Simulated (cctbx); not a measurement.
## A crystallographic session in cctbx: TmInSn4Ir

Library: cctbx 2025.11. The data are simulated by the first script.

## 1. Simulate the data

run.py:

```python
from cctbx import adptbx, crystal, miller, sgtbx, xray
from cctbx.array_family import flex
from iotbx.shelx import hklf
from scitbx import matrix
import scitbx.random

cs = crystal.symmetry(unit_cell=(4.536, 4.536, 7.601, 90, 90, 90), space_group_symbol='Hall: -P 4 2')  # P4/mmm
atoms = [  # label, site, U (iso, or U11 U22 U33 U12 U13 U23 in A^2), occupancy
    ("Ir1", (0, 0, 0.5), 0.0083, 1),
    ("Tm1", (0, 0, 0), 0.0072, 1),
    ("Sn1", (0, 0.5, 0.7007), 0.0096, 1),
    ("In1", (0.5, 0.5, 0), 0.0108, 1),
]
xs = xray.structure(crystal_symmetry=cs)
for label, site, u, occ in atoms:
    u = adptbx.u_cif_as_u_star(cs.unit_cell(), u) if isinstance(u, tuple) else u
    xs.add_scatterer(xray.scatterer(label, site=site, u=u, occupancy=occ))
xs.set_inelastic_form_factors(0.71073, "sasaki")
xs.show_summary()
p1 = xs.expand_to_p1()
ms = miller.build_set(p1, anomalous_flag=True, d_min=0.7)
flex.set_random_seed(687579)
scitbx.random.set_random_seed(687579)
ms = ms.select(flex.random_double(ms.size()) < 0.8)
i = ms.structure_factors_from_scatterers(p1, algorithm="direct").f_calc().as_intensity_array().data()
i = i / flex.sqrt(1 + 0.3 * i / flex.max(i))  # extinction
i = i * 40000 / flex.max(i)
sig = flex.sqrt(i + flex.pow2(0.015 * i) + 2 ** 2)
noise = scitbx.random.variate(scitbx.random.normal_distribution())(i.size())
data = ms.array(data=i + sig * noise, sigmas=sig).set_observation_type_xray_intensity()
with open("data.hkl", "w") as f:
    data.export_as_shelx_hklf(f)
print("reflections written:", data.size(), " <I/sigma> = %.1f" % flex.mean(data.data() / data.sigmas()))
for h, a, b in list(data.sort("data"))[:12]:
    print("%4d%4d%4d %9.1f %7.1f" % (h + (a, b)))
```

```console
$ python run.py
```

```text
Number of scatterers: 4
At special positions: 4
Unit cell: (4.536, 4.536, 7.601, 90, 90, 90)
Space group: P 4/m m m (No. 123)
reflections written: 1533  <I/sigma> = 28.7
   2   0   0   40781.1   632.5
   0   2   0   40633.5   632.5
  -2   0   0   40200.7   632.5
   0  -2   0   39447.6   632.5
  -1   1   2   36053.3   563.0
  -1  -1  -2   35889.4   563.0
  -1  -1   2   35876.9   563.0
   1   1  -2   35466.4   563.0
   1  -1   2   35235.9   563.0
   1  -1  -2   34994.0   563.0
   1   1   2   34883.3   563.0
  -1   1  -2   34769.4   563.0
```

It took 0.24 s on 1 thread of Arm Neoverse V2 (shared host), peak memory 0.07 GiB.

## 2. Refinement (right model, isotropic)

run.py:

```python
import math
from cctbx import adptbx, crystal, maptbx, sgtbx, xray
from cctbx.array_family import flex
from cctbx.xray import observations
from iotbx.shelx import hklf
from scitbx.lstbx import normal_eqns_solving
from smtbx import absolute_structure, utils
from smtbx.refinement import constraints, least_squares

cs = crystal.symmetry(unit_cell=(4.536, 4.536, 7.601, 90, 90, 90), space_group_symbol='Hall: -P 4 2')  # P4/mmm
atoms = [  # label, site, U (iso, or U11 U22 U33 U12 U13 U23 in A^2), occupancy
    ("Ir1", (0, 0, 0.5), 0.0200, 1),
    ("Tm1", (0, 0, 0), 0.0200, 1),
    ("Sn1", (0, 0.5, 0.7089), 0.0200, 1),
    ("In1", (0.5, 0.5, 0), 0.0200, 1),
]
xs = xray.structure(crystal_symmetry=cs)
for label, site, u, occ in atoms:
    u = adptbx.u_cif_as_u_star(cs.unit_cell(), u) if isinstance(u, tuple) else u
    xs.add_scatterer(xray.scatterer(label, site=site, u=u, occupancy=occ))
xs.set_inelastic_form_factors(0.71073, "sasaki")
raw = hklf.reader(file_name="data.hkl").as_miller_arrays(crystal_symmetry=cs, anomalous=True)[0]
merged = raw.eliminate_sys_absent().merge_equivalents()
fo2 = merged.array().set_observation_type_xray_intensity()
print("Rint %.3f, %d unique reflections to %.2f A" % (merged.r_int(), fo2.size(), fo2.d_min()))
for sc in xs.scatterers():
    sc.flags.set_grad_site(True)
    sc.flags.set_grad_u_aniso(sc.flags.use_u_aniso())
    sc.flags.set_grad_u_iso(sc.flags.use_u_iso())
obs = fo2.as_xray_observations()
extra = {}
rep = constraints.reparametrisation(xs, [], utils.connectivity_table(xs), **extra)
ls = least_squares.crystallographic_ls(obs, rep, weighting_scheme=least_squares.mainstream_shelx_weighting(a=0, b=0))
print("cycle     R1     wR2    GooF  max shift (A)")
for cycle in range(8):
    ls.build_up()
    r1, wr2, goof = ls.r1_factor(cutoff_factor=2)[0], ls.wR2(), ls.goof()
    old = xs.sites_cart()
    normal_eqns_solving.levenberg_marquardt_iterations(ls, n_max_iterations=3, tau=1e-06, step_threshold=1e-7)
    big = flex.max((xs.sites_cart() - old).norms())
    print("%4d %7.4f %7.4f %7.3f %9.5f" % (cycle + 1, r1, wr2, goof, big))
    ls.build_up(objective_only=True)
    if abs(ls.wR2() - wr2) < 5e-5 and big < 5e-4:
        break
ls.build_up()
print("final R1 %.4f wR2 %.4f GooF %.3f  parameters %d  data/parameter %.1f" % (ls.r1_factor(cutoff_factor=2)[0], ls.wR2(), ls.goof(), ls.n_parameters, fo2.size() / ls.n_parameters))
cov = ls.covariance_matrix_and_annotations()
su = dict(zip(cov.annotations, (math.sqrt(max(v, 0)) for v in cov.matrix.matrix_packed_u_diagonal())))
a2 = cs.unit_cell().reciprocal_parameters()[0] ** -2
print("atom        x        y        z      Ueq    occ   su(xyz)  su(Uiso or U11)")
for sc in xs.scatterers():
    s = max(su.get(sc.label + k, 0) for k in (".x", ".y", ".z"))
    npd = "" if sc.is_positive_definite_u(cs.unit_cell()) else "  NPD"
    print("%-5s %8.5f %8.5f %8.5f %8.4f %6.3f %8.5f %7.4f%s" % ((sc.label,) + sc.site + (sc.u_iso_or_equiv(cs.unit_cell()), sc.occupancy, s, su.get(sc.label + ".uiso", su.get(sc.label + ".u11", 0) * a2), npd)))
fo = fo2.f_sq_as_f()
fc = fo.structure_factors_from_scatterers(xs, algorithm="direct").f_calc()
diff = fo.f_obs_minus_f_calc(1 / math.sqrt(ls.scale_factor()), fc).average_bijvoet_mates()
m = diff.fft_map(symmetry_flags=maptbx.use_space_group_symmetry, resolution_factor=0.25).apply_volume_scaling()
print("difference map: max %.2f min %.2f rms %.2f" % (m.statistics().max(), m.statistics().min(), m.statistics().sigma()))
peaks = m.peak_search(parameters=maptbx.peak_search_parameters(min_distance_sym_equiv=0.6, max_clusters=6)).all()
near = xs.closest_distances(peaks.sites(), distance_cutoff=4)
sps = cs.special_position_settings(min_distance_sym_equiv=0.5)
for k, (x, h) in enumerate(zip(peaks.sites(), peaks.heights())):
    ss = sps.site_symmetry(x)
    print("Q%-3d %7.4f %7.4f %7.4f %4d %7.2f  %.2f A from %s" % ((k + 1,) + tuple(t % 1 for t in ss.exact_site()) + (ss.multiplicity(), h, near.smallest_distances[k], xs.scatterers()[near.i_seqs[k]].label)))
```

```console
$ python run.py
```

```text
Rint 0.017, 182 unique reflections to 0.70 A
cycle     R1     wR2    GooF  max shift (A)
   1  0.1645  0.3895  34.551   0.06263
   2  0.0109  0.0253   2.246   0.00000
final R1 0.0109 wR2 0.0253 GooF 2.246  parameters 5  data/parameter 36.4
atom        x        y        z      Ueq    occ   su(xyz)  su(Uiso or U11)
Ir1    0.00000  0.00000  0.50000   0.0077  1.000  0.00000  0.0001
Tm1    0.00000  0.00000  0.00000   0.0067  1.000  0.00000  0.0001
Sn1    0.00000  0.50000  0.70066   0.0092  1.000  0.00005  0.0001
In1    0.50000  0.50000  0.00000   0.0104  1.000  0.00000  0.0001
difference map: max 0.42 min -3.78 rms 0.33
Q1    0.5000  0.5000  0.2812    2    0.44  2.14 A from In1
Q2    0.0000  0.2887  0.4447    8    0.43  1.38 A from Ir1
Q3    0.0728  0.0728  0.2513    8    0.41  1.95 A from Ir1
Q4    0.0770  0.5000  0.0000    4    0.40  1.92 A from In1
Q5    0.0000  0.3516  0.0758    8    0.38  1.70 A from Tm1
Q6    0.2742  0.2742  0.5000    4    0.36  1.76 A from Ir1
```

Time: 0.37 s.

## 3. Refinement (right model, anisotropic)

run.py, as its changes from the last script of this kind:

```diff
@@ -12,4 +12,4 @@
-    ("Ir1", (0, 0, 0.5), 0.0200, 1),
-    ("Tm1", (0, 0, 0), 0.0200, 1),
-    ("Sn1", (0, 0.5, 0.7089), 0.0200, 1),
-    ("In1", (0.5, 0.5, 0), 0.0200, 1),
+    ("Ir1", (0, 0, 0.5), 0.0077, 1),
+    ("Tm1", (0, 0, 0), 0.0067, 1),
+    ("Sn1", (0, 0.5, 0.70066), 0.0092, 1),
+    ("In1", (0.5, 0.5, 0), 0.0104, 1),
@@ -21,0 +22 @@
+xs.convert_to_anisotropic()
```

```console
$ python run.py
```

```text
Rint 0.017, 182 unique reflections to 0.70 A
cycle     R1     wR2    GooF  max shift (A)
   1  0.0109  0.0253   2.281   0.00003
   2  0.0109  0.0252   2.264   0.00000
final R1 0.0109 wR2 0.0252 GooF 2.264  parameters 10  data/parameter 18.2
atom        x        y        z      Ueq    occ   su(xyz)  su(Uiso or U11)
Ir1    0.00000  0.00000  0.50000   0.0077  1.000  0.00000  0.0001
Tm1    0.00000  0.00000  0.00000   0.0067  1.000  0.00000  0.0001
Sn1    0.00000  0.50000  0.70066   0.0092  1.000  0.00005  0.0002
In1    0.50000  0.50000  0.00000   0.0104  1.000  0.00000  0.0002
difference map: max 0.42 min -3.76 rms 0.32
Q1    0.5000  0.5000  0.2805    2    0.46  2.13 A from In1
Q2    0.0000  0.2943  0.4461    8    0.43  1.40 A from Ir1
Q3    0.0729  0.0729  0.2499    8    0.40  1.96 A from Tm1
Q4    0.0764  0.5000  0.0000    4    0.39  1.92 A from In1
Q5    0.2708  0.2708  0.5000    4    0.38  1.74 A from Ir1
Q6    0.0000  0.3514  0.0742    8    0.38  1.69 A from Tm1
```

Time: 0.36 s.

## 4. Refinement

run.py, as its changes from the last script of this kind:

```diff
@@ -15 +15 @@
-    ("In1", (0.5, 0.5, 0), 0.0104, 1),
+    ("Ga1", (0.5, 0.5, 0), 0.0104, 1),
@@ -36 +36 @@
-for cycle in range(8):
+for cycle in range(12):
```

```console
$ python run.py
```

```text
Rint 0.017, 182 unique reflections to 0.70 A
cycle     R1     wR2    GooF  max shift (A)
   1  0.1212  0.2586  23.275   0.00010
   2  0.0484  0.1270  11.427   0.00001
final R1 0.0484 wR2 0.1270 GooF 11.427  parameters 10  data/parameter 18.2
atom        x        y        z      Ueq    occ   su(xyz)  su(Uiso or U11)
Ir1    0.00000  0.00000  0.50000   0.0081  1.000  0.00000  0.0006
Tm1    0.00000  0.00000  0.00000   0.0069  1.000  0.00000  0.0007
Sn1    0.00000  0.50000  0.70067   0.0094  1.000  0.00026  0.0008
Ga1    0.50000  0.50000  0.00000  -0.0070  1.000  0.00000  0.0010  NPD
difference map: max 15.32 min -5.18 rms 1.03
Q1    0.5000  0.5000  0.0000    1   15.33  0.00 A from Ga1
Q2    0.2642  0.3676  0.0651   16    0.93  1.32 A from Ga1
Q3    0.0000  0.5000  0.5000    2    0.90  1.53 A from Sn1
Q4    0.3556  0.3556  0.1297    8    0.82  1.35 A from Ga1
Q5    0.1973  0.1973  0.0903    8    0.78  1.44 A from Tm1
Q6    0.2688  0.5000  0.1054    8    0.77  1.32 A from Ga1
```

Time: 0.37 s.

This run holds a fault made on purpose: wrong element: Ga1 is In.

## 5. Refinement

run.py, as its changes from the last script of this kind:

```diff
@@ -15 +14,0 @@
-    ("Ga1", (0.5, 0.5, 0), 0.0104, 1),
```

```console
$ python run.py
```

```text
Rint 0.017, 182 unique reflections to 0.70 A
cycle     R1     wR2    GooF  max shift (A)
   1  0.3384  0.5961  53.338   0.00915
   2  0.2546  0.4774  42.712   0.00908
   3  0.2532  0.4765  42.638   0.00207
   4  0.2527  0.4765  42.635   0.00029
final R1 0.2527 wR2 0.4765 GooF 42.635  parameters 8  data/parameter 22.8
atom        x        y        z      Ueq    occ   su(xyz)  su(Uiso or U11)
Ir1    0.00000  0.00000  0.50000   0.0225  1.000  0.00000  0.0039
Tm1    0.00000  0.00000  0.00000  -0.0070  1.000  0.00000  0.0023  NPD
Sn1    0.00000  0.50000  0.69795   0.0018  1.000  0.00129  0.0032  NPD
difference map: max 101.62 min -30.46 rms 6.74
Q1    0.5000  0.5000  0.5000    1  119.78  2.72 A from Sn1
Q2    0.0000  0.0000  0.0000    1  100.72  0.00 A from Tm1
Q3    0.5000  0.5000  0.0000    1   92.07  3.21 A from Tm1
Q4    0.0000  0.5000  0.2833    4   54.74  0.14 A from Sn1
Q5    0.5000  0.5000  0.2024    2   25.65  2.39 A from Sn1
Q6    0.0000  0.0000  0.3041    2   21.52  1.49 A from Ir1
```

Time: 0.45 s.

This run holds a fault made on purpose: atom left out: In1.

## 6. Refinement

run.py, as its changes from the last script of this kind:

```diff
@@ -12,2 +12,2 @@
-    ("Ir1", (0, 0, 0.5), 0.0077, 1),
-    ("Tm1", (0, 0, 0), 0.0067, 1),
+    ("Tm1", (0, 0, 0.5), 0.0077, 1),
+    ("Ir1", (0, 0, 0), 0.0067, 1),
@@ -14,0 +15 @@
+    ("In1", (0.5, 0.5, 0), 0.0104, 1),
```

```console
$ python run.py
```

```text
Rint 0.017, 182 unique reflections to 0.70 A
cycle     R1     wR2    GooF  max shift (A)
   1  0.0710  0.1968  17.711   0.00055
   2  0.0309  0.0899   8.087   0.00000
final R1 0.0310 wR2 0.0899 GooF 8.087  parameters 10  data/parameter 18.2
atom        x        y        z      Ueq    occ   su(xyz)  su(Uiso or U11)
Tm1    0.00000  0.00000  0.50000   0.0032  1.000  0.00000  0.0004
Ir1    0.00000  0.00000  0.00000   0.0114  1.000  0.00000  0.0005
Sn1    0.00000  0.50000  0.70073   0.0093  1.000  0.00018  0.0006
In1    0.50000  0.50000  0.00000   0.0105  1.000  0.00000  0.0007
difference map: max 7.48 min -8.64 rms 0.76
Q1    0.0000  0.0000  0.5000    1    7.62  0.00 A from Tm1
Q2    0.0000  0.0000  0.2255    2    0.92  1.71 A from Ir1
Q3    0.5000  0.5000  0.2809    2    0.85  2.14 A from In1
Q4    0.0000  0.2004  0.0478    8    0.84  0.98 A from Ir1
Q5    0.0000  0.2800  0.4444    8    0.81  1.34 A from Tm1
Q6    0.0000  0.0000  0.3249    2    0.79  1.33 A from Tm1
```

It took 0.35 s on 1 thread of Arm Neoverse V2 (shared host), peak memory 0.09 GiB.

This run holds a fault made on purpose: elements exchanged: Ir1 is Tm and Tm1 is Ir.

[Logs are printed without paths, hosts, clocks, repeated set-up lines and the standing remarks that a program may print on its own settings, such as how far it seeks lower states.]
